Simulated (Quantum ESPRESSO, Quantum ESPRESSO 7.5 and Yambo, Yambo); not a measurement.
**Quasiparticle gap of SiO2 (Quartz) in Yambo**

Aim: the G0W0 gap of SiO2 (Quartz) on LDA, step by step.

Main program and level: Quantum ESPRESSO 7.5 and Yambo 5.3.0; LDA and many-body steps on it, plane waves.

### Step 1. Starting point

Symmetry: P3_121, No. 152, trigonal system. Conventional cell: a = 4.916 Å, b = 4.916 Å, c = 5.409 Å, α = 90.00°, β = 90.00°, γ = 120.00°. Nearest to Si lie 4 O at 1.61 Å. Nearest to O lie 2 Si at 1.61 Å. Farther neighbours and most contacts between anions are not listed.

The cell and positions come from the Crystallography Open Database and are kept as given unless a step says otherwise.

### Step 2. Ground state

This step: Quantum ESPRESSO 7.5; DFT, LDA, plane waves, norm-conserving pseudopotentials.

The ground-state density comes first.

Input file pw.in:

```
&control
  calculation = 'scf'
  prefix = 'x'
  outdir = 'o'
  pseudo_dir = 'pseudo'
/
&system
  ibrav = 0
  nat = 9
  ntyp = 2
  ecutwfc = 72.0
  nbnd = 32
  force_symmorphic = .true.
/
&electrons
  conv_thr = 1e-10
  electron_maxstep = 80
  mixing_beta = 0.5
/
ATOMIC_SPECIES
  Si 28.085 Si.upf
  O 15.999 O.upf
CELL_PARAMETERS angstrom
  4.9158000000 0.0000000000 0.0000000000
  -2.4579000000 4.2572076799 0.0000000000
  0.0000000000 0.0000000000 5.4091000000
ATOMIC_POSITIONS crystal
  Si 0.5303000000 0.0000000000 0.3333333333
  Si 0.0000000000 0.5303000000 0.6666666667
  Si 0.4697000000 0.4697000000 0.0000000000
  O 0.1462000000 0.4142000000 0.8810000000
  O 0.5858000000 0.7320000000 0.2143333333
  O 0.2680000000 0.8538000000 0.5476666667
  O 0.4142000000 0.1462000000 0.1190000000
  O 0.7320000000 0.5858000000 0.7856666667
  O 0.8538000000 0.2680000000 0.4523333333
K_POINTS automatic
  6 6 4 0 0 0
```

The run is started by

```bash
$ OMP_NUM_THREADS=1 mpirun -n 4 pw.x -nk 4 -in pw.in > pw.out
```

Log:

```text
Program PWSCF v.7.5 starts

     This program is part of the open-source Quantum ESPRESSO suite
     for quantum simulation of materials; please cite
         "P. Giannozzi et al., J. Phys.:Condens. Matter 21 395502 (2009);
         "P. Giannozzi et al., J. Phys.:Condens. Matter 29 465901 (2017);
         "P. Giannozzi et al., J. Chem. Phys. 152 154105 (2020);
     in publications or presentations arising from this work. More details at
     Message from routine setup:
     using ibrav=0 with symmetry is DISCOURAGED, use correct ibrav instead

     G-vector sticks info

     bravais-lattice index     =            0
     lattice parameter (alat)  =       9.2895  a.u.
     unit-cell volume          =     763.9073 (a.u.)^3
     number of atoms/cell      =            9
     number of atomic types    =            2
     number of electrons       =        48.00
     number of Kohn-Sham states=           32
     kinetic-energy cutoff     =      72.0000  Ry
     charge density cutoff     =     288.0000  Ry
     scf convergence threshold =      1.0E-10
     mixing beta               =       0.5000
     number of iterations used =            8  plain     mixing
     Exchange-correlation= SLA  PW   NOGX NOGC
                           (   1   4   0   0   0   0   0)

     celldm(1)=   9.289516  celldm(2)=   0.000000  celldm(3)=   0.000000
     celldm(4)=   0.000000  celldm(5)=   0.000000  celldm(6)=   0.000000

     crystal axes: (cart. coord. in units of alat)
               a(1) = (   1.000000   0.000000   0.000000 )
               a(2) = (  -0.500000   0.866025   0.000000 )
               a(3) = (   0.000000   0.000000   1.100350 )

     reciprocal axes: (cart. coord. in units 2 pi/alat)
               b(1) = (  1.000000  0.577350 -0.000000 )
               b(2) = (  0.000000  1.154701  0.000000 )
               b(3) = (  0.000000 -0.000000  0.908802 )
     Pseudo is Norm-conserving + core correction, Zval =  4.0
     Generated using ONCVPSP code by D. R. Hamann
     Using radial grid of 1510 points,  6 beta functions with:
     Pseudo is Norm-conserving + core correction, Zval =  6.0
     Generated using ONCVPSP code by D. R. Hamann
     Using radial grid of  926 points,  5 beta functions with:
     Si                4.00    28.08500     Si( 1.00)
     O                 6.00    15.99900     O ( 1.00)

      2 Sym. Ops. (no inversion) found

   Cartesian axes

     site n.     atom                  positions (alat units)
         1        Si     tau(   1) = (   0.5303000   0.0000000   0.3667833  )
         2        Si     tau(   2) = (  -0.2651500   0.4592533   0.7335666  )
         3        Si     tau(   3) = (   0.2348500   0.4067721   0.0000000  )
         4        O      tau(   4) = (  -0.0609000   0.3587077   0.9694083  )
         5        O      tau(   5) = (   0.2198000   0.6339306   0.2358417  )
         6        O      tau(   6) = (  -0.1589000   0.7394125   0.6026250  )
         7        O      tau(   7) = (   0.3411000   0.1266129   0.1309416  )
         8        O      tau(   8) = (   0.4391000   0.5073177   0.8645082  )
         9        O      tau(   9) = (   0.7198000   0.2320948   0.4977249  )

     number of k points=    47
                       cart. coord. in units 2pi/alat
        k(    1) = (   0.0000000   0.0000000   0.0000000), wk =   0.0138889
        k(    2) = (   0.0000000   0.0000000   0.2272005), wk =   0.0277778
        k(    3) = (   0.0000000   0.0000000  -0.4544009), wk =   0.0138889
        k(    4) = (   0.0000000   0.1924501   0.0000000), wk =   0.0555556
        k(    5) = (   0.0000000   0.1924501   0.2272005), wk =   0.0555556
        k(    6) = (   0.0000000   0.1924501  -0.4544009), wk =   0.0555556
        k(    7) = (   0.0000000   0.3849002   0.0000000), wk =   0.0555556
        k(    8) = (   0.0000000   0.3849002   0.2272005), wk =   0.0555556
        k(    9) = (   0.0000000   0.3849002  -0.4544009), wk =   0.0555556
        k(   10) = (   0.0000000  -0.5773503   0.0000000), wk =   0.0277778
     [... 35 further rows ...]
        k(   46) = (  -0.1666667   0.4811252   0.4544009), wk =   0.0555556
        k(   47) = (  -0.3333333   0.3849002  -0.4544009), wk =   0.0555556

     Dense  grid:    63145 G-vectors     FFT dimensions: (  54,  54,  60)

     Initial potential from superposition of free atoms

     starting charge      47.9983, renormalised to      48.0000
     Starting wfcs are   36 randomized atomic wfcs

     per-process dynamical memory:    98.6 Mb

     Self-consistent Calculation

     iteration #  1     ecut=    72.00 Ry     beta= 0.50

     total energy              =    -223.97167319 Ry
     estimated scf accuracy    <       2.24146241 Ry

     iteration #  2     ecut=    72.00 Ry     beta= 0.50

     total energy              =    -224.59935184 Ry
     estimated scf accuracy    <       0.20629965 Ry

     iteration #  3     ecut=    72.00 Ry     beta= 0.50

     total energy              =    -224.61591532 Ry
     estimated scf accuracy    <       0.02036882 Ry

     iteration #  4     ecut=    72.00 Ry     beta= 0.50

     total energy              =    -224.61966032 Ry
     estimated scf accuracy    <       0.00942103 Ry

     iteration #  5     ecut=    72.00 Ry     beta= 0.50

     total energy              =    -224.62063496 Ry
     estimated scf accuracy    <       0.00041027 Ry

     iteration #  6     ecut=    72.00 Ry     beta= 0.50

     total energy              =    -224.62073849 Ry
     estimated scf accuracy    <       0.00002121 Ry

     iteration #  7     ecut=    72.00 Ry     beta= 0.50

     total energy              =    -224.62075070 Ry
     estimated scf accuracy    <       0.00000946 Ry

     iteration #  8     ecut=    72.00 Ry     beta= 0.50

     total energy              =    -224.62075032 Ry
     estimated scf accuracy    <       0.00000156 Ry

     iteration #  9     ecut=    72.00 Ry     beta= 0.50

     total energy              =    -224.62075091 Ry
     estimated scf accuracy    <       0.00000056 Ry

     iteration # 10     ecut=    72.00 Ry     beta= 0.50

     total energy              =    -224.62075102 Ry
     estimated scf accuracy    <          4.9E-10 Ry

     iteration # 11     ecut=    72.00 Ry     beta= 0.50

     total energy              =    -224.62075102 Ry
     estimated scf accuracy    <          3.9E-09 Ry

     iteration # 12     ecut=    72.00 Ry     beta= 0.50

     End of self-consistent calculation

          k = 0.0000 0.0000 0.0000 (  7935 PWs)   bands (ev):

   -16.9641 -15.3827 -15.3827 -14.7118 -14.6689 -14.6689  -6.1251  -6.1251
    -3.3212  -3.2978  -3.1291  -3.1291  -0.8184  -0.8183  -0.5568  -0.3047
     0.6468   0.6468   0.6786   1.1626   1.1626   1.4807   1.8479   1.8479
     7.9734  11.2099  11.2099  11.6827  11.6827  12.8621  13.5933  14.0941

          k = 0.0000 0.0000 0.2272 (  7924 PWs)   bands (ev):

   -16.8390 -15.9621 -14.9056 -14.7089 -14.6873 -14.6506  -6.9287  -5.0908
    -3.5488  -3.4156  -3.3689  -2.7517  -0.8865  -0.5766  -0.4701  -0.1170
     0.3693   0.5333   0.6310   0.6695   1.0804   1.6362   1.9466   2.0770
     8.5659  11.0740  11.1225  11.1689  12.1309  12.7073  13.1348  14.1221

          k = 0.0000 0.0000-0.4544 (  7912 PWs)   bands (ev):

   -16.4840 -16.4840 -14.7153 -14.7006 -14.7006 -14.6426  -7.2351  -4.1442
    -4.1442  -3.4963  -3.4963  -2.5498  -0.5763  -0.5763  -0.4975   0.1285
     0.1285   0.3164   0.3164   0.6114   0.9419   1.9613   1.9613   2.0849
     9.8994   9.8994  10.8994  11.6697  11.6697  12.5348  13.5264  13.5264

          k = 0.0000 0.1925 0.0000 (  7910 PWs)   bands (ev):

     [... further k-points ...]

     highest occupied, lowest unoccupied level (ev):     2.1721    7.9734

!    total energy              =    -224.62075102 Ry
     estimated scf accuracy    <          5.7E-12 Ry

     The total energy is the sum of the following terms:
     one-electron contribution =    -102.57986540 Ry
     hartree contribution      =      76.71617439 Ry
     xc contribution           =     -59.91996543 Ry
     ewald contribution        =    -138.83709458 Ry

     convergence has been achieved in  12 iterations

     XML data file, charge density, pseudopotentials, collected wavefunctions

=------------------------------------------------------------------------------=
   JOB DONE.
=------------------------------------------------------------------------------=
```

Elapsed: 92 s, on 4 MPI ranks of Arm Neoverse V1, shared host; peak memory 0.59 GiB; 6.1 min of CPU time.

Numbers from this step:

* total energy: -3056.1210 eV
* gap: 5.801 eV
* k of the valence top: 0.3333, 0.3333, 0
* k of the conduction bottom: 0, 0, 0
* least direct gap: 6.125 eV

The gap is indirect, with the least direct gap 0.32 eV higher.

### Step 3. Bands along the symmetry lines

Levels along a band path, at the cheap level, show where the edges lie and whether the meshes to come will hold them.

Input file pw.in:

```
&control
  calculation = 'bands'
  prefix = 'x'
  outdir = 'o'
  pseudo_dir = 'pseudo'
/
&system
  ibrav = 0
  nat = 9
  ntyp = 2
  ecutwfc = 72.0
  nbnd = 30
  force_symmorphic = .true.
/
&electrons
  conv_thr = 1e-9
  electron_maxstep = 80
  diago_full_acc = .true.
  diago_thr_init = 5e-6
/
ATOMIC_SPECIES
  Si 28.085 Si.upf
  O 15.999 O.upf
CELL_PARAMETERS angstrom
  4.9158000000 0.0000000000 0.0000000000
  -2.4579000000 4.2572076799 0.0000000000
  0.0000000000 0.0000000000 5.4091000000
ATOMIC_POSITIONS crystal
  Si 0.5303000000 0.0000000000 0.3333333333
  Si 0.0000000000 0.5303000000 0.6666666667
  Si 0.4697000000 0.4697000000 0.0000000000
  O 0.1462000000 0.4142000000 0.8810000000
  O 0.5858000000 0.7320000000 0.2143333333
  O 0.2680000000 0.8538000000 0.5476666667
  O 0.4142000000 0.1462000000 0.1190000000
  O 0.7320000000 0.5858000000 0.7856666667
  O 0.8538000000 0.2680000000 0.4523333333
K_POINTS crystal
  75
  0.00000000 0.00000000 0.00000000 1
  0.06250000 0.00000000 0.00000000 1
  0.12500000 0.00000000 0.00000000 1
  0.18750000 0.00000000 0.00000000 1
  0.25000000 0.00000000 0.00000000 1
  0.31250000 0.00000000 0.00000000 1
  0.37500000 0.00000000 0.00000000 1
  0.43750000 0.00000000 0.00000000 1
  0.50000000 0.00000000 0.00000000 1
  0.47916667 0.04166667 0.00000000 1
  0.45833333 0.08333333 0.00000000 1
  0.43750000 0.12500000 0.00000000 1
  0.41666666 0.16666666 0.00000000 1
  0.39583333 0.20833333 0.00000000 1
  0.37500000 0.25000000 0.00000000 1
  0.35416666 0.29166666 0.00000000 1
  0.33333333 0.33333333 0.00000000 1
  0.29166666 0.29166666 0.00000000 1
  0.25000000 0.25000000 0.00000000 1
  0.20833333 0.20833333 0.00000000 1
  0.16666666 0.16666666 0.00000000 1
  0.12500000 0.12500000 0.00000000 1
  0.08333333 0.08333333 0.00000000 1
  0.04166667 0.04166667 0.00000000 1
  0.00000000 0.00000000 0.00000000 1
  0.00000000 0.00000000 0.06250000 1
  0.00000000 0.00000000 0.12500000 1
  0.00000000 0.00000000 0.18750000 1
  0.00000000 0.00000000 0.25000000 1
  0.00000000 0.00000000 0.31250000 1
  0.00000000 0.00000000 0.37500000 1
  0.00000000 0.00000000 0.43750000 1
  0.00000000 0.00000000 0.50000000 1
  0.06250000 0.00000000 0.50000000 1
  0.12500000 0.00000000 0.50000000 1
  0.18750000 0.00000000 0.50000000 1
  0.25000000 0.00000000 0.50000000 1
  0.31250000 0.00000000 0.50000000 1
  0.37500000 0.00000000 0.50000000 1
  0.43750000 0.00000000 0.50000000 1
  0.50000000 0.00000000 0.50000000 1
  0.47916667 0.04166667 0.50000000 1
  0.45833333 0.08333333 0.50000000 1
  0.43750000 0.12500000 0.50000000 1
  0.41666666 0.16666666 0.50000000 1
  0.39583333 0.20833333 0.50000000 1
  0.37500000 0.25000000 0.50000000 1
  0.35416666 0.29166666 0.50000000 1
  0.33333333 0.33333333 0.50000000 1
  0.29166666 0.29166666 0.50000000 1
  0.25000000 0.25000000 0.50000000 1
  0.20833333 0.20833333 0.50000000 1
  0.16666666 0.16666666 0.50000000 1
  0.12500000 0.12500000 0.50000000 1
  0.08333333 0.08333333 0.50000000 1
  0.04166667 0.04166667 0.50000000 1
  0.00000000 0.00000000 0.50000000 1
  0.50000000 0.00000000 0.50000000 1
  0.50000000 0.00000000 0.43750000 1
  0.50000000 0.00000000 0.37500000 1
  0.50000000 0.00000000 0.31250000 1
  0.50000000 0.00000000 0.25000000 1
  0.50000000 0.00000000 0.18750000 1
  0.50000000 0.00000000 0.12500000 1
  0.50000000 0.00000000 0.06250000 1
  0.50000000 -0.00000000 0.00000000 1
  0.33333333 0.33333333 0.50000000 1
  0.33333333 0.33333333 0.43750000 1
  0.33333333 0.33333333 0.37500000 1
  0.33333333 0.33333333 0.31250000 1
  0.33333333 0.33333333 0.25000000 1
  0.33333333 0.33333333 0.18750000 1
  0.33333333 0.33333333 0.12500000 1
  0.33333333 0.33333333 0.06250000 1
  0.33333333 0.33333333 0.00000000 1
```

Log:

```text
[banner, memory and clock lines left out]
Program PWSCF v.7.5 starts

     Atomic positions and unit cell read from directory:
     o/x.save/

     Message from routine setup:
     using ibrav=0 with symmetry is DISCOURAGED, use correct ibrav instead

     G-vector sticks info

     bravais-lattice index     =            0
     lattice parameter (alat)  =       9.2895  a.u.
     unit-cell volume          =     763.9073 (a.u.)^3
     number of atoms/cell      =            9
     number of atomic types    =            2
     number of electrons       =        48.00
     number of Kohn-Sham states=           30
     kinetic-energy cutoff     =      72.0000  Ry
     charge density cutoff     =     288.0000  Ry
     Exchange-correlation= SLA  PW   NOGX NOGC
                           (   1   4   0   0   0   0   0)

     celldm(1)=   9.289516  celldm(2)=   0.000000  celldm(3)=   0.000000
     celldm(4)=   0.000000  celldm(5)=   0.000000  celldm(6)=   0.000000

     crystal axes: (cart. coord. in units of alat)
               a(1) = (   1.000000   0.000000   0.000000 )
               a(2) = (  -0.500000   0.866025   0.000000 )
               a(3) = (   0.000000   0.000000   1.100350 )

     reciprocal axes: (cart. coord. in units 2 pi/alat)
               b(1) = (  1.000000  0.577350 -0.000000 )
               b(2) = (  0.000000  1.154701  0.000000 )
               b(3) = (  0.000000 -0.000000  0.908802 )
     Pseudo is Norm-conserving + core correction, Zval =  4.0
     Generated using ONCVPSP code by D. R. Hamann
     Using radial grid of 1510 points,  6 beta functions with:
     Pseudo is Norm-conserving + core correction, Zval =  6.0
     Generated using ONCVPSP code by D. R. Hamann
     Using radial grid of  926 points,  5 beta functions with:
     Si                4.00    28.08500     Si( 1.00)
     O                 6.00    15.99900     O ( 1.00)

      2 Sym. Ops. (no inversion) found

   Cartesian axes

     site n.     atom                  positions (alat units)
         1        Si     tau(   1) = (   0.5303000   0.0000000   0.3667833  )
         2        Si     tau(   2) = (  -0.2651500   0.4592533   0.7335666  )
         3        Si     tau(   3) = (   0.2348500   0.4067721   0.0000000  )
         4        O      tau(   4) = (  -0.0609000   0.3587077   0.9694083  )
         5        O      tau(   5) = (   0.2198000   0.6339306   0.2358417  )
         6        O      tau(   6) = (  -0.1589000   0.7394125   0.6026250  )
         7        O      tau(   7) = (   0.3411000   0.1266129   0.1309416  )
         8        O      tau(   8) = (   0.4391000   0.5073177   0.8645082  )
         9        O      tau(   9) = (   0.7198000   0.2320948   0.4977249  )

     number of k points=    75
                       cart. coord. in units 2pi/alat
        k(    1) = (   0.0000000   0.0000000   0.0000000), wk =   0.0266667
        k(    2) = (   0.0625000   0.0360844   0.0000000), wk =   0.0266667
        k(    3) = (   0.1250000   0.0721688   0.0000000), wk =   0.0266667
[...]
[... 63 further rows ...]
        k(   74) = (   0.3333333   0.5773503   0.0568001), wk =   0.0266667
        k(   75) = (   0.3333333   0.5773503   0.0000000), wk =   0.0266667

     Dense  grid:    63145 G-vectors     FFT dimensions: (  54,  54,  60)

     The potential is recalculated from file :
     o/x.save/charge-density

     Starting wfcs are   36 randomized atomic wfcs

     Band Structure Calculation

     End of band structure calculation

          k = 0.0000 0.0000 0.0000 (  7935 PWs)   bands (ev):

   -16.9641 -15.3827 -15.3827 -14.7118 -14.6689 -14.6689  -6.1251  -6.1251
    -3.3212  -3.2978  -3.1291  -3.1291  -0.8184  -0.8184  -0.5568  -0.3047
     0.6468   0.6468   0.6786   1.1626   1.1626   1.4807   1.8479   1.8479
     7.9734  11.2100  11.2100  11.6827  11.6827  12.8622

          k = 0.0625 0.0361 0.0000 (  7921 PWs)   bands (ev):

[...]
8.0359  11.2057  11.2190  11.6827  11.7042  12.8847

          k = 0.1250 0.0722 0.0000 (  7911 PWs)   bands (ev):

[...]
8.2162  11.1989  11.2433  11.6937  11.7651  12.9271

[...]
k = 0.3333 0.5774 0.0568 (  7869 PWs)   bands (ev):

[...]
10.8635  10.9012  11.3608  12.2990  12.3534  12.4203

          k = 0.3333 0.5774 0.0000 (  7866 PWs)   bands (ev):

[...]
-4.5856  -3.2142  -3.2142  -2.4162  -0.8024  -0.8024  -0.7728   0.0880
     0.0880   0.2600   0.4287   0.9225   0.9225   1.7335   1.7335   2.1721
    10.8717  10.8717  11.3483  12.3046  12.4124  12.4124

     XML data file, pseudopotentials, collected wavefunctions
```

Run time: 45 s. Hardware: 4 MPI ranks; peak memory 0.38 GiB; 3 min of CPU time.

This step gave:

```yaml
gap: 5.801 eV
k_of_the_valence_top: 0.3333, 0.3333, 0
k_of_the_conduction_bottom: 0, 0, 0
least_direct_gap: 6.103 eV
```

The gap is 5.801 eV, as in the run before at this level.

The electronic bands at the labelled points (eV, zero at the top of the highest filled band):

```csv
point,band 21,band 22,band 23,band 24,band 25,band 26,band 27,band 28
Γ,-1.01,-0.69,-0.32,-0.32,5.80,9.04,9.04,9.51
halfway,-1.02,-0.85,-0.24,-0.16,6.68,9.06,9.14,9.62
M,-1.06,-0.79,-0.27,-0.03,8.05,8.76,9.45,9.49
halfway,-1.12,-0.63,-0.32,-0.02,8.24,8.82,9.37,9.67
K,-1.25,-0.44,-0.44,0.00,8.70,8.70,9.18,10.13
halfway,-0.93,-0.88,-0.25,-0.11,6.92,9.07,9.23,9.66
Γ,-1.01,-0.69,-0.32,-0.32,5.80,9.04,9.04,9.51
halfway,-1.09,-0.54,-0.23,-0.10,6.39,8.90,8.95,9.00
A,-1.23,-0.21,-0.21,-0.09,7.73,7.73,8.73,9.50
halfway,-1.10,-0.45,-0.42,-0.15,8.14,8.25,9.08,9.46
L,-0.90,-0.84,-0.61,-0.19,8.79,9.21,9.37,9.50
halfway,-0.87,-0.85,-0.63,-0.33,8.82,9.36,9.46,9.57
H,-0.95,-0.78,-0.60,-0.60,8.90,9.51,9.51,9.86
halfway,-1.07,-0.54,-0.39,-0.23,8.27,8.39,9.15,9.64
A,-1.23,-0.21,-0.21,-0.09,7.73,7.73,8.73,9.50
jump to L,-0.90,-0.84,-0.61,-0.19,8.79,9.21,9.37,9.50
halfway,-0.98,-0.73,-0.45,-0.12,8.35,8.87,9.30,9.78
M,-1.06,-0.79,-0.27,-0.03,8.05,8.76,9.45,9.49
jump to H,-0.95,-0.78,-0.60,-0.60,8.90,9.51,9.51,9.86
halfway,-1.03,-0.56,-0.51,-0.20,8.77,8.96,9.36,9.97
K,-1.25,-0.44,-0.44,0.00,8.70,8.70,9.18,10.13
```

(Continued in part 2 of 3.)

[Paths, hosts, dates, memory and timing lines, banners, echoed tables and standing remarks are left out of the program output.]

[Logs are printed without paths, hosts, clocks, repeated set-up lines and the standing remarks that a program may print on its own settings, such as how far it seeks lower states.]

[Runs of the session that timed out or met a known fault of the program may be left out.]

[Hosts, paths, dates, database ids (printed as entryN), source tags and the programs' standing remarks are cut or masked in the printed files.]
